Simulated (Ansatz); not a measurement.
**Lattice dynamics of (BaO)1(KF)2 [001] superlattice, started as rocksalt type**

Wanted: phonon frequencies of (BaO)1(KF)2 [001] superlattice, started as rocksalt type and what follows from them.

Method: DFT LDA, scalar-relativistic, plane waves, PAW, in Ansatz 0.2.0.

This is a report of a sequence of runs, with most program output left out.

The structure was built from a prototype and need not be the compound's stable phase.

### Step 1. Starting point

It takes space group I4/mmm (No. 139, tetragonal). The conventional cell has a = 3.828 Å, b = 3.828 Å, c = 16.240 Å, α = 90.00°, β = 90.00°, γ = 90.00°. Nearest to Ba lie 2 F at 2.71 Å and 4 O at 2.71 Å. Nearest to F lie 1 Ba at 2.71 Å and 5 K at 2.71 Å. K has 1 O at 2.71 Å and 5 F at 2.71 Å nearest. O has 2 K at 2.71 Å and 4 Ba at 2.71 Å nearest. Farther neighbours and most contacts between anions are not listed.

### Step 2. Relaxation

Harmonic phonons are second derivatives at a point where the forces vanish, and they are wanted at zero stress, so atoms and cell are relaxed first.

Input file input.yaml:

```yaml
crystal:
  lattice:
    - [2.70667, 2.70667, 0.0]
    - [-2.70667, 2.70667, 0.0]
    - [2.70667, 0.0, 8.12]
  atoms:
    - { symbol: Ba, position: [0.0, 0.0, 0.0] }
    - { symbol: F, position: [0.833333, 0.166667, 0.333333] }
    - { symbol: F, position: [0.166667, 0.833333, 0.666667] }
    - { symbol: K, position: [0.333333, 0.666667, 0.333333] }
    - { symbol: K, position: [0.666667, 0.333333, 0.666667] }
    - { symbol: O, position: [0.5, 0.5, 0.0] }
kpoints:
  mp_grid: { grid: [6, 6, 6] }
hamiltonian:
  xc: lda
scf:
  occupations: { method: gaussian, width: 0.02 }
output:
  forces: true
  stress: true
  eigenvalues: true
relax:
  adjacent_minimum: "off"
  f_tol: 0.005
  max_steps: 80
  cell: { stress_tol: 0.05 }
```

On the command line:

```console
$ ansatz run input.yaml --threads 8 --pin off --max-ram 14336MiB --backend cpu --events-out ev --progress --plain --runs-dir out
```

Wall time 5.1 s (8 threads of AMD EPYC 9R45, shared host); peak memory 0.64 GiB; 32 s of CPU time.

Relaxation path:

| step | energy less that of the first step (eV) | largest force component (eV/Å) | pressure (GPa) | volume (Å³) |
| --- | --- | --- | --- | --- |
| 1 | 0.0000 | 0.1013 | -3.45 | 118.98 |
| 2 | 0.0087 | 0.4672 | 5.27 | 103.38 |
| 3 | -0.1115 | 0.0974 | -0.37 | 111.87 |
| 4 | -0.1168 | 0.0527 | 0.08 | 110.96 |
| 5 | -0.1171 | 0.0252 | 0.01 | 111.00 |
| 6 | -0.1172 | 0.0006 | 0.00 | 111.05 |
| 7* | -0.1024 | 0.0006 | -0.26 | 111.05 |
| 8 | -0.1043 | 0.0028 | 0.03 | 110.49 |
| 9 | -0.1042 | 0.0002 | 0.00 | 110.56 |
| 10* | -0.1028 | 0.0002 | -0.01 | 110.56 |

Relaxation steps marked * repeat the geometry before them on a plane-wave basis chosen anew for their cell, so energy and pressure can jump there. Relaxation step 2 was tried and not accepted.

Forces are held to the 16 operations that the run works with; a distortion that breaks them can't arise in this run.

| conventional cell, symmetrised | before | after | change |
| --- | --- | --- | --- |
| a (Å) | 3.828 | 3.729 | -2.6 % |
| b (Å) | 3.828 | 3.729 | -2.6 % |
| c (Å) | 16.240 | 15.905 | -2.1 % |
| volume (Å³/atom) | 19.83 | 18.43 | -7.1 % |

The atoms that moved most (Å, as changes of fractional coordinates times the final cell):

| atom | dx | dy | dz | length |
| --- | --- | --- | --- | --- |
| K5 | 0.000 | 0.000 | -0.038 | 0.038 |
| K4 | 0.000 | 0.000 | 0.038 | 0.038 |
| F2 | 0.000 | 0.000 | 0.020 | 0.020 |
| F3 | 0.000 | 0.000 | -0.020 | 0.020 |

The relaxed structure:

```xyz
6
Lattice="2.6365 2.6365 0.0000 -2.6365 2.6365 0.0000 2.6365 0.0000 7.9526" Properties=species:S:1:pos:R:3 pbc="T T T"
Ba    0.0000    0.0000    0.0000
F     2.6365    2.6365    2.6713
F     0.0000    2.6365    5.2813
K     0.0000    2.6365    2.6887
K     2.6365    2.6365    5.2639
O     0.0000    2.6365    0.0000
```

This step gave:

```
pressure           : -0.01367 GPa
gap on the k-mesh  : 2.308 eV
volume per atom    : 18.43 Å³
direct gap on mesh : 2.738 eV
```

In this step the volume went from 19.83 to 18.43 Å³/atom.

### Step 3. Relaxing to small forces for the phonons

Phonons need a cell at rest on their own settings, so the relaxation is repeated with tight tolerances on forces and stress, using the mesh and the filling of the phonon run that follows.

Input file input.yaml:

```yaml
crystal:
  lattice:
    - [2.636477939, 2.636477939, 0.0]
    - [-2.636477939, 2.636477939, 0.0]
    - [2.636477939, 0.0, 7.9525510769]
  atoms:
    - { symbol: Ba, position: [0.0, 0.0, 0.0] }
    - { symbol: F, position: [0.8320484276, 0.1679515724, 0.3359031447] }
    - { symbol: F, position: [0.1679515724, 0.8320484276, 0.6640968553] }
    - { symbol: K, position: [0.3309543874, 0.6690456126, 0.3380912252] }
    - { symbol: K, position: [0.6690456126, 0.3309543874, 0.6619087748] }
    - { symbol: O, position: [0.5, 0.5, 0.0] }
kpoints:
  mp_grid: { grid: [8, 8, 8] }
hamiltonian:
  xc: lda
scf:
  occupations: { method: fixed }
output:
  forces: true
  stress: true
  eigenvalues: true
relax:
  adjacent_minimum: "off"
  f_tol: 0.001
  max_steps: 60
  cell: { stress_tol: 0.01 }
```

It took 2.9 s on 8 threads; peak memory 0.67 GiB.

Little changed from the start: no atom moved by 0.005 Å and no cell edge by 0.1 %.

Numbers from this step:

- pressure: -0.001689 GPa
- volume per atom: 18.42 Å³
- direct gap on mesh: 2.737 eV

The largest force component left is 0.12 meV/Å and the pressure is -0.002 GPa, within the tolerances set. The cell now holds 18.42 Å³/atom.

### Step 4. Modes at Γ

The zone centre is the only wavevector solved here; it holds the modes that light can see, as far as symmetry allows. The response to a homogeneous field gives the Born charges and the dielectric tensor, and its change with displacement the Raman tensors.

Input file input.yaml:

```yaml
crystal:
  lattice:
    - [2.6362841363, 2.6362841363, 0.0]
    - [-2.6362841363, 2.6362841363, 0.0]
    - [2.6362841363, 0.0, 7.9520778855]
  atoms:
    - { symbol: Ba, position: [0.0, 0.0, 0.0] }
    - { symbol: F, position: [0.832047166, 0.167952834, 0.3359056679] }
    - { symbol: F, position: [0.167952834, 0.832047166, 0.6640943321] }
    - { symbol: K, position: [0.3309566735, 0.6690433265, 0.338086653] }
    - { symbol: K, position: [0.6690433265, 0.3309566735, 0.661913347] }
    - { symbol: O, position: [0.5, 0.5, 0.0] }
kpoints:
  mp_grid: { grid: [8, 8, 8] }
hamiltonian:
  xc: lda
scf:
  occupations: { method: fixed }
output:
  eigenvalues: true
phonons:
  method: dfpt
  dielectric: true
  rigid_motions: translations
  raman: true
```

The job ended after 3.5 min (8 threads; peak memory 4.1 GiB; 26 min of CPU time).

This step gave:

* sum-rule residual before enforcement: 3.60e-5 eV/Å²
* miss of the charge sum rule: 0.004271 e
* estimated error of the dielectric tensor: 0.008163
* estimated error of the Born charges: 0.01186 e
* point group: 4/mmm
* highest optical mode at the zone centre (no LO-TO term): 266.7 cm⁻¹
* lowest optical zone-centre mode: 73.6 cm⁻¹
* mean high-frequency dielectric constant: 2.802
* largest Born charge (third of the trace): 2.613 e
* mean static dielectric constant: 13.95
* top of the zone-centre spectrum with the field: 393.4 cm⁻¹

Without the LO-TO term. Patterns of degenerate modes are one choice out of their space. Modes at Γ, with each element's share of the kinetic energy:

| mode | frequency (cm⁻¹) | symmetry | Ba % | F % | K % | O % |
| --- | --- | --- | --- | --- | --- | --- |
| 1 | 0.0 | acoustic | 51 | 14 | 29 | 6 |
| 2 | 0.0 | acoustic | 51 | 14 | 29 | 6 |
| 3 | 0.0 | acoustic | 51 | 14 | 29 | 6 |
| 4 | 73.6 | Eu | 41 | 19 | 38 | 2 |
| 5 | 73.6 | Eu | 41 | 19 | 38 | 2 |
| 6 | 81.3 | Eg | 0 | 33 | 67 | 0 |
| 7 | 81.3 | Eg | 0 | 33 | 67 | 0 |
| 8 | 155.8 | A2u | 42 | 9 | 48 | 1 |
| 9 | 165.1 | Eu | 7 | 2 | 3 | 87 |
| 10 | 165.1 | Eu | 7 | 2 | 3 | 87 |
| 11 | 182.9 | A1g | 0 | 5 | 95 | 0 |
| 12 | 183.3 | Eu | 0 | 65 | 31 | 4 |
| 13 | 183.3 | Eu | 0 | 65 | 31 | 4 |
| 14 | 183.6 | A2u | 6 | 28 | 14 | 52 |
| 15 | 187.8 | Eg | 0 | 67 | 33 | 0 |
| 16 | 187.8 | Eg | 0 | 67 | 33 | 0 |
| 17 | 239.6 | A2u | 1 | 49 | 9 | 41 |
| 18 | 266.7 | A1g | 0 | 95 | 5 | 0 |

Displacements in mode 5 (73.6 cm⁻¹), the largest set to 1:
```
Ba1  0.07  0.78  0.00
F2  -0.09 -1.00  0.00
F3  -0.09 -1.00  0.00
K4  -0.08 -0.98  0.00
K5  -0.08 -0.98  0.00
O6   0.04  0.52  0.00
```

Displacements in mode 8 (155.8 cm⁻¹), the largest set to 1:
```
Ba1  0.00  0.00  0.71
F2   0.00  0.00 -0.62
F3   0.00  0.00 -0.62
K4   0.00  0.00 -1.00
K5   0.00  0.00 -1.00
O6   0.00  0.00  0.28
```

Optical modes at the zone centre, without and with the macroscopic field of the longitudinal modes; each column is sorted by frequency, so a row need not hold one and the same mode. Modes with and without the field, by row:

| rank among optical modes | no field (cm⁻¹) | q along (1, 0, 0) (cm⁻¹) | q along (0, 0, 1) (cm⁻¹) |
| --- | --- | --- | --- |
| 1 | 73.6 | 73.6 | 73.6 |
| 2 | 73.6 | 73.9 | 73.6 |
| 3 | 81.3 | 81.3 | 81.3 |
| 4 | 81.3 | 81.3 | 81.3 |
| 5 | 155.8 | 155.8 | 155.8 |
| 6 | 165.1 | 165.1 | 165.1 |
| 7 | 165.1 | 181.9 | 165.1 |
| 8 | 182.9 | 182.9 | 182.9 |
| 9 | 183.3 | 183.3 | 183.3 |
| 10 | 183.3 | 183.6 | 183.3 |
| 11 | 183.6 | 187.8 | 187.8 |
| 12 | 187.8 | 187.8 | 187.8 |
| 13 | 187.8 | 239.6 | 235.6 |
| 14 | 239.6 | 266.7 | 266.7 |
| 15 | 266.7 | 393.4 | 345.9 |

Born charge (rows field, columns displacement) (e), principal values of the symmetric part by kind of site:

| atom | atoms with these values | low | middle | high | mean |
| --- | --- | --- | --- | --- | --- |
| Ba1 | 1 | 1.90 | 2.97 | 2.97 | 2.61 |
| F2 | 2 | -1.48 | -1.10 | -1.10 | -1.22 |
| K4 | 2 | 1.14 | 1.14 | 1.27 | 1.18 |
| O6 | 1 | -3.05 | -3.05 | -1.49 | -2.53 |

In full for Ba1:

```
2.97 0.00 0.00
0.00 2.97 0.00
0.00 0.00 1.90
```

High-frequency dielectric tensor:

```
2.94 0.00 0.00
0.00 2.94 0.00
0.00 0.00 2.53
```

Static dielectric tensor (ions relaxed, fixed cell):

```
16.59  0.00  0.00
 0.00 16.59  0.00
 0.00  0.00  8.68
```

Transverse modes. Lines of the infrared spectrum (strongest = 100):

| position (cm⁻¹) | lines merged | relative intensity |
| --- | --- | --- |
| 74 | 1 | 0.3 |
| 81 | 1 | 0.0 |
| 156 | 1 | 0.0 |
| 165 | 1 | 100 |
| 183 | 2 | 8.2 |
| 184 | 1 | 29 |
| 188 | 1 | 0.0 |
| 240 | 1 | 1.9 |
| 267 | 1 | 0.0 |

Activity x (w_L - w)^4 (n + 1)/w, 532 nm, 300 K; modes without the macroscopic field alone. Lines of the Raman spectrum (strongest = 100):

| position (cm⁻¹) | lines merged | relative intensity |
| --- | --- | --- |
| 74 | 1 | 0.0 |
| 81 | 1 | 2.5 |
| 156 | 1 | 0.0 |
| 165 | 1 | 0.0 |
| 183 | 2 | 100 |
| 184 | 1 | 0.0 |
| 188 | 1 | 7.6 |
| 240 | 1 | 0.0 |
| 267 | 1 | 34 |

Before it was imposed, the acoustic sum rule was missed by 3.6e-5 eV/Å² and the charge sum rule by 0.0043 e. Small misses are needed for a sound result but don't prove that mesh and cutoff are converged. The lowest optical mode is real, 73.6 cm⁻¹.

### Step 5. Isotope substitution, element Ba, natural mass 137.327 amu

An isotope changes the mass and not the force constants, so no new electronic calculation is needed; the shifts show which modes move this element.

The same force constants with the mass of Ba changed from 137.327 to 133.905 u (phonopy, no LO-TO term). Both lists are sorted by frequency; levels can cross, so a row need not hold one and the same mode. Modes under 3 cm⁻¹ are left out. Isotope shifts, by row:

| q | rank | natural mass (cm⁻¹) | changed mass (cm⁻¹) |
| --- | --- | --- | --- |
| 0 0 0 | 4 | 73.6 | 73.99 |
| 0 0 0 | 5 | 73.6 | 73.99 |
| 0 0 0 | 6 | 81.32 | 81.32 |
| 0 0 0 | 7 | 81.32 | 81.32 |
| 0 0 0 | 8 | 155.8 | 156.7 |
| 0 0 0 | 9 | 165.1 | 165.3 |
| 0 0 0 | 10 | 165.1 | 165.3 |
| 0 0 0 | 11 | 182.9 | 182.9 |
| 0 0 0 | 12 | 183.3 | 183.3 |
| 0 0 0 | 13 | 183.3 | 183.3 |
| 0 0 0 | 14 | 183.6 | 183.7 |
| 0 0 0 | 15 | 187.8 | 187.8 |
| 0 0 0 | 16 | 187.8 | 187.8 |
| 0 0 0 | 17 | 239.6 | 239.7 |
| 0 0 0 | 18 | 266.7 | 266.7 |

A mode of this element alone would shift by +1.27 %. The highest zone-centre frequency without the field goes from 266.7 to 266.7 cm⁻¹ (+0.0 %). The product of the frequency ratios over all optical modes at Γ is 1.019; the product rule, (m/m′)^(3k/2) (M′/M)^(3/2) with k = 1 such atoms and M the mass of the cell, gives 1.019.

### Step 6. Isotope substitution, element K, natural mass 39.0983 amu

The same for K, from 39.10 to 40.96 u.

The same force constants with the mass of K changed from 39.098 to 40.962 u (phonopy, no LO-TO term). Both lists are sorted by frequency; levels can cross, so a row need not hold one and the same mode. Modes under 3 cm⁻¹ are left out. Isotope shifts, by row:

| q | rank | natural mass (cm⁻¹) | changed mass (cm⁻¹) |
| --- | --- | --- | --- |
| 0 0 0 | 4 | 73.6 | 72.96 |
| 0 0 0 | 5 | 73.6 | 72.96 |
| 0 0 0 | 6 | 81.32 | 80.04 |
| 0 0 0 | 7 | 81.32 | 80.04 |
| 0 0 0 | 8 | 155.8 | 154.1 |
| 0 0 0 | 9 | 165.1 | 165 |
| 0 0 0 | 10 | 165.1 | 165 |
| 0 0 0 | 11 | 182.9 | 178.8 |
| 0 0 0 | 12 | 183.3 | 182 |
| 0 0 0 | 13 | 183.3 | 182 |
| 0 0 0 | 14 | 183.6 | 183 |
| 0 0 0 | 15 | 187.8 | 186.4 |
| 0 0 0 | 16 | 187.8 | 186.4 |
| 0 0 0 | 17 | 239.6 | 239.1 |
| 0 0 0 | 18 | 266.7 | 266.4 |

A mode of this element alone would shift by -2.30 %. The highest zone-centre frequency without the field goes from 266.7 to 266.4 cm⁻¹ (-0.1 %). The product of the frequency ratios over all optical modes at Γ is 0.888; the product rule, (m/m′)^(3k/2) (M′/M)^(3/2) with k = 2 such atoms and M the mass of the cell, gives 0.888.

### Step 7. Isotope substitution, element O, natural mass 15.999 amu

The same for O, from 16.00 to 18.00 u.

A mode of this element alone would shift by -5.72 %. The highest zone-centre frequency without the field goes from 266.7 to 266.7 cm⁻¹ (+0.0 %). The product of the frequency ratios over all optical modes at Γ is 0.847; the product rule, (m/m′)^(3k/2) (M′/M)^(3/2) with k = 1 such atoms and M the mass of the cell, gives 0.847.

### Step 8. Results

```json
{"space group after relaxation (within 0.01 Å)": "I4/mmm", "volume per atom": "18.4 Å³", "gap on the k-mesh": "2.31 eV", "highest optical mode at the zone centre (no LO-TO term)": "267 cm⁻¹", "top of the zone-centre spectrum with the field": "393 cm⁻¹", "lowest optical zone-centre mode": "73.6 cm⁻¹", "mean high-frequency dielectric constant": "2.80", "mean static dielectric constant": "13.9", "largest Born charge (third of the trace)": "2.61 e", "imaginary modes at Γ (the only wavevector solved)": "none"}
```

What this shows: The structure is stable against zone-centre distortions, since no mode there is imaginary; runs at other wavevectors are not part of this account. Without the field, the optical modes at Γ span 74 to 267 cm⁻¹. The dispersion is not part of this account. The highest mode in this list at Γ, 266.7 cm⁻¹, is mostly motion of F (95 % of the kinetic energy). With the macroscopic field of the longitudinal modes the top of the zone-centre spectrum lies at 393 cm⁻¹, against 267 cm⁻¹ without it. Lattice motion raises the mean dielectric constant from 2.802 to 13.95. The strongest infrared line is at 165 cm⁻¹. Averaged over orientations, the strongest Raman line at 532 nm and 300 K is at 183 cm⁻¹. The tensors are the static, non-resonant ones, while 532 nm light (2.33 eV) lies above the computed gap. Spin-orbit coupling is left out, which can matter for the heavy elements here. The starting cell was built on a prototype and not taken from a measurement, so the phase need not exist. These are harmonic frequencies at zero temperature: anharmonic shifts, linewidths and thermal expansion are left out.

[Logs are printed without paths, hosts, clocks, repeated set-up lines and the standing remarks that a program may print on its own settings, such as how far it seeks lower states.]

[Hosts, paths, dates, database ids (printed as entryN), source tags and the programs' standing remarks are cut or masked in the printed files.]
